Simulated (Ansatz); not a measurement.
## Work function of Pd(111): what the settings cost and change

Aim: the numerical settings behind the work function of Pd(111), with the cost of each.

Program: Ansatz 0.2.0. Level of theory: plane-wave DFT, PBE, Ansatz PAW. Results are calculated unless marked as measured.

**What experiment says.**

“Anisotropic work function of elemental crystals” (2019, arxiv:1902.07811) quotes from earlier work for Pd (clean (111) face, a compiled value): work function (clean (111) face, a compiled value) 5.67 eV.

Report form: the programs' logs are mostly left out.

### Step 1. The starting structure

The cell holds 7 atoms: 7 Pd. Its edges and angles: a = 2.751 Å, b = 2.751 Å, c = 31.475 Å, α = 90.0°, β = 90.0°, γ = 60.0°. Vacuum lies along c.

### Step 2. Slab, setting cutoff 200 eV

A work function rests on the faint tail of the density, so the SCF threshold is tight. The cutoff is raised first; then mesh and smearing are varied at the default cutoff.

Contents of input.yaml:

```yaml
crystal:
  lattice:
    - [2.7506453788, 0.0, 0.0]
    - [1.3753226894, 2.3821287749, 0.0]
    - [0.0, 0.0, 31.4753552829]
  atoms:
    - { symbol: Pd, position: [0.0, 0.0, 0.2859379956] }
    - { symbol: Pd, position: [0.3333333333, 0.3333333333, 0.3572919971] }
    - { symbol: Pd, position: [0.6666666667, 0.6666666667, 0.4286459985] }
    - { symbol: Pd, position: [0.0, 0.0, 0.5] }
    - { symbol: Pd, position: [0.3333333333, 0.3333333333, 0.5713540015] }
    - { symbol: Pd, position: [0.6666666667, 0.6666666667, 0.6427080029] }
    - { symbol: Pd, position: [0.0, 0.0, 0.7140620044] }
kpoints:
  mp_grid: { grid: [17, 17, 1] }
hamiltonian:
  xc: pbe
scf:
  occupations: { method: fermi_dirac, width: 0.1 }
  convergence: { dr2_threshold: 1.0e-09 }
efield:
  axis: 3
  dipole_correction: true
  ramp_position: 0.97
  ramp_width: 0.06
basis:
  ecutwfc: "200 eV"
output:
  write_potential: true
  write_density: true
  volumetric_format: npy
  elf: true
```

On the command line:

```
> ansatz run input.yaml --threads 2 --pin off --max-ram 3072MiB --backend cpu --events-out ev --progress --plain --runs-dir out
```

Wall time 51 s (2 threads of AMD EPYC 7R43, shared host); peak memory 0.49 GiB.

This step gave:

```
energy at zero smearing   : -48723.9109 eV
work function, upper face : 6.002 eV
```

Running mean over 2.246 Å of the planar mean; the ramp of the sawtooth is left out. The electron's electrostatic potential energy less the Fermi level by z:

| z (Å) | electron's electrostatic potential energy less the Fermi level (eV) |
| --- | --- |
| 3.5 | 5.90 |
| 4.0 | 5.86 |
| 4.5 | 5.81 |
| 5.0 | 5.75 |
| 5.5 | 5.67 |
| 6.0 | 5.56 |
| 6.5 | 5.33 |
| 7.0 | 4.60 |
| 7.5 | 2.00 |
| 8.0 | -2.92 |
| 8.5 | -6.80 |
| 9.0 | -8.02 |
| 9.5 | -8.19 |
| 10.0 | -8.22 |
| 10.5 | -8.24 |
| 11.0 | -8.30 |
| 11.5 | -8.34 |
| 12.0 | -8.35 |
| 12.5 | -8.35 |
| 13.0 | -8.35 |
| 13.5 | -8.36 |
| 14.0 | -8.36 |
| 14.5 | -8.36 |
| 15.0 | -8.36 |
| 15.5 | -8.35 |
| 16.0 | -8.35 |
| 16.5 | -8.36 |
| 17.0 | -8.36 |
| 17.5 | -8.36 |
| 18.0 | -8.36 |
| 18.5 | -8.35 |
| 19.0 | -8.35 |
| 19.5 | -8.35 |
| 20.0 | -8.34 |
| 20.5 | -8.29 |
| 21.0 | -8.24 |
| 21.5 | -8.22 |
| 22.0 | -8.19 |
| 22.5 | -7.99 |
| 23.0 | -6.68 |
| 23.5 | -2.68 |
| 24.0 | 2.19 |
| 24.5 | 4.67 |
| 25.0 | 5.34 |
| 25.5 | 5.56 |
| 26.0 | 5.68 |
| 26.5 | 5.75 |
| 27.0 | 5.81 |
| 27.5 | 5.86 |
| 28.0 | 5.90 |

Valence density in the ca plane at fractional y = 0.000, with atoms of Pd within 0.2 Å of it. It is the smooth field of the valence electrons, not physical close to the nuclei.

Ten steps, logarithmic in the rise over the least value, from '0' (0 e/Å³) to '9' (13 e/Å³), each cell a mean:
```
21111222236999632222111122224899841000000000
32112332224787422233211233223677631000000000
43223454222444222454322444322344310000000000
54224564322222223565323455422222210000000000
54223554222333223455322455322233210000000000
43222343223665322343212343222466521000000000
22111222236898522222111222224799741000000000
21111222237999732222111122225899852000000000
```
Columns run along c (16.0 Å, from fractional 0.36 to 0.87 of the cell), rows up along a (2.8 Å). Atoms in or near the plane, at fractional coordinates: Pd at (0.50, 0.00), Pd at (0.71, 0.00).

ELF in the ca plane at fractional y = 0.000, with atoms of Pd within 0.2 Å of it. It is the smooth field of the valence electrons, not physical close to the nuclei.

Ten even steps from '0' (0.00) to '9' (0.53), each cell a mean:
```
33212333338979833333212333435988962100000000
32232332336999533233232233234899842100000000
64233564233554332565332466333355422000000000
85334786234333433787433688424333431000000000
75334775233343333686333577423334321000000000
43232443334787432354232344233688632000000000
22222222337999733222222222335999952100000000
54113554339868833455312454436976972100000000
```
Columns run along c (16.0 Å, from fractional 0.36 to 0.87 of the cell), rows up along a (2.8 Å). Atoms in or near the plane, at fractional coordinates: Pd at (0.50, 0.00), Pd at (0.71, 0.00).

Electrostatic potential energy in the ca plane at fractional y = 0.000, with atoms of Pd within 0.2 Å of it. With pseudopotentials it is smooth inside the atoms' cores, unlike the true potential.

Ten even steps from '0' (-52 eV) to '9' (13 eV), each cell a mean:
```
99999999984000589999999999997200279999999999
89999888987324799888999988998533589999999999
78998768998777898767899877899877899999999999
57898657899999998756898756899999999999999999
67898667899888998766898766899988999999999999
88998878998556899878999888898755789999999999
99999999985102689999999999998411379999999999
99999999984000489999999999997100169999999999
```
Columns run along c (16.0 Å, from fractional 0.36 to 0.87 of the cell; values clipped at the 3rd and 97th percentile), rows up along a (2.8 Å). Atoms in or near the plane, at fractional coordinates: Pd at (0.50, 0.00), Pd at (0.71, 0.00).

The work function is 6.002 eV. The program marks this work function as in doubt.

### Step 3. Slab

Changes to input.yaml since step 2:

```diff
@@ -26,3 +26,3 @@
 basis:
-  ecutwfc: "200 eV"
+  ecutwfc: "300 eV"
 output:
@@ -31,2 +31 @@
   volumetric_format: npy
-  elf: true
```

Elapsed: 65 s, on 2 threads; peak memory 0.61 GiB.

The work function is 5.232 eV, -0.770 eV from the run “cutoff 200 eV”, at 1.3 times its CPU time.

### Step 4. Run

Changes to input.yaml since step 3:

```diff
@@ -26,3 +26,3 @@
 basis:
-  ecutwfc: "300 eV"
+  ecutwfc: "420 eV"
 output:
```

It took 77 s on 2 threads; peak memory 0.84 GiB.

The work function is 5.220 eV, -0.781 eV from the run “cutoff 200 eV”, at 1.6 times its CPU time.

### Step 5. Slab

Changes to input.yaml since step 4:

```diff
@@ -26,3 +26,3 @@
 basis:
-  ecutwfc: "420 eV"
+  ecutwfc: "600 eV"
 output:
```

Elapsed: 1.9 min, on 2 threads; peak memory 1.2 GiB; 2.6 min of CPU time.

The work function is 5.220 eV, -0.000 eV from the run “cutoff 420 eV”, at 1.6 times its CPU time.

### Step 6. Slab

Changes to input.yaml since step 5:

```diff
@@ -14,3 +14,3 @@
 kpoints:
-  mp_grid: { grid: [17, 17, 1] }
+  mp_grid: { grid: [3, 3, 1] }
 hamiltonian:
@@ -25,4 +25,2 @@
   ramp_width: 0.06
-basis:
-  ecutwfc: "600 eV"
 output:
```

The job ended after 6.9 s (2 threads; peak memory 0.49 GiB; 8.8 s of CPU time).

The work function is 5.172 eV, -0.049 eV from the run “cutoff 420 eV”, at 0.091 times its CPU time.

### Step 7. Run

Changes to input.yaml since step 6:

```diff
@@ -14,3 +14,3 @@
 kpoints:
-  mp_grid: { grid: [3, 3, 1] }
+  mp_grid: { grid: [6, 6, 1] }
 hamiltonian:
```

It took 17 s on 2 threads; peak memory 0.53 GiB; 23 s of CPU time.

The work function is 5.226 eV, +0.005 eV from the run “cutoff 420 eV”, at 0.23 times its CPU time.

### Step 8. Slab

Changes to input.yaml since step 7:

```diff
@@ -14,3 +14,3 @@
 kpoints:
-  mp_grid: { grid: [6, 6, 1] }
+  mp_grid: { grid: [11, 11, 1] }
 hamiltonian:
```

Run time: 34 s. Hardware: 2 threads; peak memory 0.66 GiB.

The work function is 5.210 eV, -0.010 eV from the run “cutoff 420 eV”, at 0.49 times its CPU time.

### Step 9. Run

Changes to input.yaml since step 8:

```diff
@@ -14,3 +14,3 @@
 kpoints:
-  mp_grid: { grid: [11, 11, 1] }
+  mp_grid: { grid: [26, 26, 1] }
 hamiltonian:
```

It took 2.5 min on 2 threads; peak memory 1.3 GiB.

The work function is 5.223 eV, +0.003 eV from the run “cutoff 420 eV”, at 2.2 times its CPU time.

### Step 10. Run

Changes to input.yaml since step 9:

```diff
@@ -14,3 +14,3 @@
 kpoints:
-  mp_grid: { grid: [26, 26, 1] }
+  mp_grid: { grid: [17, 17, 1] }
 hamiltonian:
@@ -18,3 +18,3 @@
 scf:
-  occupations: { method: fermi_dirac, width: 0.1 }
+  occupations: { method: gaussian, width: 0.05 }
   convergence: { dr2_threshold: 1.0e-09 }
```

It took 61 s on 2 threads; peak memory 0.84 GiB.

The work function is 5.243 eV, +0.023 eV from the run “cutoff 420 eV”, at 0.94 times its CPU time.

### Step 11. Run

Changes to input.yaml since step 10:

```diff
@@ -18,3 +18,3 @@
 scf:
-  occupations: { method: gaussian, width: 0.05 }
+  occupations: { method: methfessel_paxton, width: 0.2 }
   convergence: { dr2_threshold: 1.0e-09 }
```

Elapsed: 67 s, on 2 threads; peak memory 0.83 GiB.

The work function is 5.245 eV, +0.024 eV from the run “cutoff 420 eV”, at 1.1 times its CPU time.

### Step 12. Slab

Changes to input.yaml since step 11:

```diff
@@ -18,3 +18,3 @@
 scf:
-  occupations: { method: methfessel_paxton, width: 0.2 }
+  occupations: { method: fermi_dirac, width: 0.3 }
   convergence: { dr2_threshold: 1.0e-09 }
```

The job ended after 66 s (2 threads; peak memory 0.9 GiB).

The work function is 5.122 eV, -0.099 eV from the run “cutoff 420 eV”, at 1.2 times its CPU time.

### Step 13. Run

Changes to input.yaml since step 12:

```diff
@@ -18,3 +18,3 @@
 scf:
-  occupations: { method: fermi_dirac, width: 0.3 }
+  occupations: { method: cold, width: 0.1 }
   convergence: { dr2_threshold: 1.0e-09 }
```

The job ended after 55 s (2 threads; peak memory 0.83 GiB).

The work function is 5.231 eV, +0.011 eV from the run “cutoff 420 eV”, at 0.98 times its CPU time.

### Step 14. Comparing the runs

Times are for 2 threads of AMD EPYC 7R43, shared host. Results by setting:

| no. | setting | work function, upper face (eV) | time | memory (GiB) |
| --- | --- | --- | --- | --- |
| 1 | cutoff 200 eV | 6.002 | 51 s | 0.49 |
| 2 | cutoff 300 eV | 5.232 | 65 s | 0.61 |
| 3 | cutoff 420 eV | 5.220 | 77 s | 0.84 |
| 4 | cutoff 600 eV | 5.220 | 1.9 min | 1.2 |
| 5 | mesh 3x3 | 5.172 | 6.9 s | 0.49 |
| 6 | mesh 6x6 | 5.226 | 17 s | 0.53 |
| 7 | mesh 11x11 | 5.210 | 34 s | 0.66 |
| 8 | mesh 26x26 | 5.223 | 2.5 min | 1.3 |
| 9 | Gaussian smearing 0.05 eV | 5.243 | 61 s | 0.84 |
| 10 | methfessel_paxton smearing 0.2 eV | 5.245 | 67 s | 0.83 |
| 11 | fermi_dirac smearing 0.3 eV | 5.122 | 66 s | 0.9 |
| 12 | cold smearing 0.1 eV | 5.231 | 55 s | 0.83 |

### Step 15. Varying the input

An input spoilt on purpose, to show how the run answers: it repeats the earlier run “cutoff 200 eV” with scf.occupations from method: fermi_dirac, width: 0.1 removed, and scf.max_iter set to 80; its output block differs too.

Changes to input.yaml since step 13:

```diff
@@ -18,4 +18,4 @@
 scf:
-  occupations: { method: cold, width: 0.1 }
   convergence: { dr2_threshold: 1.0e-09 }
+  max_iter: 80
 efield:
@@ -25,2 +25,4 @@
   ramp_width: 0.06
+basis:
+  ecutwfc: "200 eV"
 output:
```

It took 0.03 s on 2 threads; peak memory 0.06 GiB.

The program refused the input before any cycle.

The program's message: “Error: YAML parse error: `scf.occupations.method` is required: fixed only where the cell keeps a band gap throughout the run, explicit beside scf.occupations.values (under evaluate: without them), els …”

The fault put into the input: no occupation method.

### Step 16. What came out

| Quantity | Value |
| --- | --- |
| work function, cutoff 200 eV | 6.002 eV |
| work function, cutoff 420 eV | 5.220 eV |
| work function, cutoff 600 eV | 5.220 eV |
| work function, fermi_dirac smearing 0.3 eV | 5.122 eV |

The run at the highest cutoff gives 5.22 eV, and the settings tried spread the value from 5.12 to 6.00 eV. Against 600 eV, a cutoff of 200 eV is off by +0.781 eV. Against 600 eV, a cutoff of 420 eV is off by +0.000 eV. Against the finest mesh, 26 points along a, the coarser ones are off by -0.05 (3), +0.00 (6) and -0.01 (11) eV. The smearing schemes and widths spread it over 0.12 eV. The program marks the value as in doubt in “cutoff 200 eV”. The ladder's slabs use the tabulated experimental lattice constant (two decimals; a low-temperature value for the alkali metals). In 1 run of the series (cutoff 200 eV) the program warns that electrons reach the sawtooth's ramp, which makes dipole and work function less sure.

Comparison with the measured values:

| quantity | measured | cutoff 600 eV |
| --- | --- | --- |
| work function (clean (111) face, a compiled value) (eV) | 5.67 | 5.22 (-0.45 eV) |

Measured values from arxiv:1902.07811 (2019).

**Verdict.** The work function is off by -0.45 eV: a clear miss. The grades are ours: good and fair within 3 and 7 % for the work function. No cell relaxation is part of this session.

[Logs are printed without paths, hosts, clocks, repeated set-up lines and the standing remarks that a program may print on its own settings, such as how far it seeks lower states.]

[Hosts, paths, dates, database ids (printed as entryN), source tags and the programs' standing remarks are cut or masked in the printed files.]

[Maps of the electrostatic potential energy from Ansatz leave out the sawtooth potential of an applied field or a dipole correction, so their vacuum need not be flat; planar profiles and work functions include it.]
